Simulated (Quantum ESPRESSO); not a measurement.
**InAs (F-43m): phonon deformation potentials, worked out**

Aim: the phonon deformation potentials p and q of InAs (F-43m), tested on a biaxially strained cell.

Method: DFT LDA, scalar-relativistic, plane waves, GBRV ultrasoft pseudopotentials, in Quantum ESPRESSO 7.5.

The database entry behind the starting cell differs from later determinations by our own check (about 0.4 % short), so it need not match the best structure at ambient conditions.

## 1. The relaxed structure

Symmetry: F-43m, No. 216, cubic system. Conventional cell: a = 6.016 Å, b = 6.016 Å, c = 6.016 Å, α = 90.00°, β = 90.00°, γ = 90.00°. Nearest to In lie 4 As at 2.60 Å. Nearest to As lie 4 In at 2.60 Å. Farther neighbours are not listed.

Structure file:

```cif
data_structure
_symmetry_space_group_name_H-M 'P 1'
_symmetry_Int_Tables_number 1
_cell_length_a 4.2538
_cell_length_b 4.2538
_cell_length_c 4.2538
_cell_angle_alpha 60.000
_cell_angle_beta 60.000
_cell_angle_gamma 60.000
_cell_volume 54.43
loop_
_atom_site_label
_atom_site_type_symbol
_atom_site_fract_x
_atom_site_fract_y
_atom_site_fract_z
_atom_site_occupancy
In1 In 0.00000 0.00000 0.00000 1
As2 As 0.25000 0.25000 0.25000 1
```

This is the cell after its relaxation at this level of theory, not the database cell from which that began.

## 2. Uniaxial strain

The relaxed cell is stretched along z alone. This keeps all atoms on sites fixed by symmetry and splits the threefold mode into a singlet, polarised along z, and a doublet. The macroscopic field is left out, so these are transverse modes. Cutoff 50 Ry, k mesh 8×8×8 with shifts.

From the response at ε_zz = 0.01:

The program printed:

```text
[banners, grids, parts of the stress and lines that vanish by symmetry left out]
Program PHONON v.7.5
     Reading xml data from directory:

[...]
Exchange-correlation= PZ
                           (   1   1   0   0   0   0   0)
[...]
kinetic-energy cut-off    =      50.0000  Ry
     charge density cut-off    =     400.0000  Ry
     convergence threshold     =      1.0E-18
[...]
Exchange-correlation= PZ
                           (   1   1   0   0   0   0   0)
[...]
q = (   0.0000000   0.0000000   0.0000000 )
      9 Sym.Ops. (with q -> -q+G )
     G cutoff =  661.2878  (  50133 G-vectors)     FFT grid: ( 54, 54, 54)
     G cutoff =  330.6439  (  17693 G-vectors)  smooth grid: ( 40, 40, 40)
     number of k points=   144
[...]
Mode symmetry, D_2d (-42m) point group:
[...]
Representation #   1 mode #   1
[...]
End of self-consistent calculation
     Convergence has been achieved
     Representation #   2 mode #   2
[...]
End of self-consistent calculation
     Convergence has been achieved
     Representation #   3 modes #   3   4
[...]
End of self-consistent calculation
     Convergence has been achieved
     Representation #   4 modes #   5   6
[...]
End of self-consistent calculation
     Convergence has been achieved
[...]
q = (    0.000000000   0.000000000   0.000000000 )
[...]
freq (    1) =      -0.211201 [THz] =      -7.044904 [cm-1]
     freq (    2) =      -0.193865 [THz] =      -6.466637 [cm-1]
     freq (    3) =      -0.193865 [THz] =      -6.466637 [cm-1]
     freq (    4) =       6.430305 [THz] =     214.491874 [cm-1]
     freq (    5) =       6.430305 [THz] =     214.491874 [cm-1]
     freq (    6) =       6.456259 [THz] =     215.357619 [cm-1]
[...]
Mode symmetry, D_2d (-42m) point group:
     freq (   1-   1) =         -7.0  [cm-1]   --> B_2  X_3  W_2   I+R
     freq (   2-   3) =         -6.5  [cm-1]   --> E    X_5  W_3   I+R
     freq (   4-   5) =        214.5  [cm-1]   --> E    X_5  W_3   I+R
     freq (   6-   6) =        215.4  [cm-1]   --> B_2  X_3  W_2   I+R

   JOB DONE.
```

```
  ε_zz  singlet (cm⁻¹)  doublet (cm⁻¹)  σ_zz (GPa)  σ_xx (GPa)
 -0.01          219.90          220.91      -1.239      -0.887
-0.005          218.79          219.28      -0.800      -0.621
     0          217.67          217.67      -0.365      -0.365
 0.005          216.55          216.09       0.065      -0.118
  0.01          215.36          214.49       0.489       0.119
```

Stress is counted positive in tension.

## 3. The fit

To first order ω² − ω₀² = p ε_zz + q (ε_xx + ε_yy) for the mode along z, and likewise for x and y. With ε_zz alone the singlet gives p and the doublet q.

The linear terms of parabolas through ω² are p = -2.08 ω₀² and q = -2.95 ω₀², with ω₀ = 217.7 cm⁻¹. Those of the stresses are C11 = 86 GPa and C12 = 50 GPa. Under hydrostatic strain p and q imply γ = −(p + 2q)/(6 ω₀²) = 1.33.

A layer held to an in-plane strain ε and free along z takes ε_zz = −2 (C12/C11) ε = -1.164 ε. To first order the singlet then shifts by (q − p C12/C11) ε / ω₀ = -378 ε cm⁻¹. For ε = 0.004, ε_zz = -0.00466, the formulas for ω² predict 216.15 cm⁻¹ for the singlet and 216.98 cm⁻¹ for the doublet.

## 4. A biaxially strained cell

This run was no part of the fit.

The program printed:

```text
[banners, grids, parts of the stress and lines that vanish by symmetry left out]
[banner, memory and clock lines left out]
Program PHONON v.7.5

[...]
Exchange-correlation= PZ
                           (   1   1   0   0   0   0   0)
[...]
kinetic-energy cut-off    =      50.0000  Ry
     charge density cut-off    =     400.0000  Ry
     convergence threshold     =      1.0E-18
[...]
Exchange-correlation= PZ
                           (   1   1   0   0   0   0   0)
[...]
q = (   0.0000000   0.0000000   0.0000000 )
      9 Sym.Ops. (with q -> -q+G )
     G cutoff =  654.2882  (  49861 G-vectors)     FFT grid: ( 54, 54, 54)
     G cutoff =  327.1441  (  17589 G-vectors)  smooth grid: ( 40, 40, 40)
     number of k points=   144
[...]
Mode symmetry, D_2d (-42m) point group:
[...]
Representation #   1 mode #   1
[...]
End of self-consistent calculation
     Convergence has been achieved
     Representation #   2 mode #   2
[...]
End of self-consistent calculation
     Convergence has been achieved
     Representation #   3 modes #   3   4
[...]
End of self-consistent calculation
     Convergence has been achieved
     Representation #   4 modes #   5   6
[...]
End of self-consistent calculation
     Convergence has been achieved
[...]
q = (    0.000000000   0.000000000   0.000000000 )
[...]
freq (    1) =      -0.232552 [THz] =      -7.757103 [cm-1]
     freq (    2) =      -0.199976 [THz] =      -6.670489 [cm-1]
     freq (    3) =      -0.199976 [THz] =      -6.670489 [cm-1]
     freq (    4) =       6.480380 [THz] =     216.162200 [cm-1]
     freq (    5) =       6.504717 [THz] =     216.973991 [cm-1]
     freq (    6) =       6.504717 [THz] =     216.973991 [cm-1]
[...]
Mode symmetry, D_2d (-42m) point group:
     freq (   1-   1) =         -7.8  [cm-1]   --> B_2  X_3  W_2   I+R
     freq (   2-   3) =         -6.7  [cm-1]   --> E    X_5  W_3   I+R
     freq (   4-   4) =        216.2  [cm-1]   --> B_2  X_3  W_2   I+R
     freq (   5-   6) =        217.0  [cm-1]   --> E    X_5  W_3   I+R
```

```
   mode  predicted (cm⁻¹)  run (cm⁻¹)
singlet            216.15      216.16
doublet            216.98      216.97
```

The stress along z is -0.364 GPa and that in the plane -0.056 GPa; the unstrained cell carries -0.365 GPa.

## 5. Results

- p (in units of the squared frequency): -2.080
- q (same units): -2.946
- shift of the singlet per unit of biaxial strain: -378 cm⁻¹
- C11 and C12: 86 and 50 GPa

In words: To first order, one per cent of tensile biaxial strain moves the singlet of InAs (F-43m) by -3.8 cm⁻¹ and the doublet by -1.7 cm⁻¹; the formulas miss the test run by up to 0.01 cm⁻¹. In backscattering from (001) the mode polarised along z is the one seen in diamond and zinc-blende crystals; in a polar crystal it is the LO mode, whose potentials differ somewhat from these. The third potential, r, needs shear strain and a relaxation of the atoms, which was not run. These are harmonic values at zero temperature.

[Host names and launcher messages were left out of these logs when they were recorded.]

[Logs are printed without paths, hosts, clocks, repeated set-up lines and the standing remarks that a program may print on its own settings, such as how far it seeks lower states.]

[Hosts, paths, dates, database ids (printed as entryN), source tags and the programs' standing remarks are cut or masked in the printed files.]
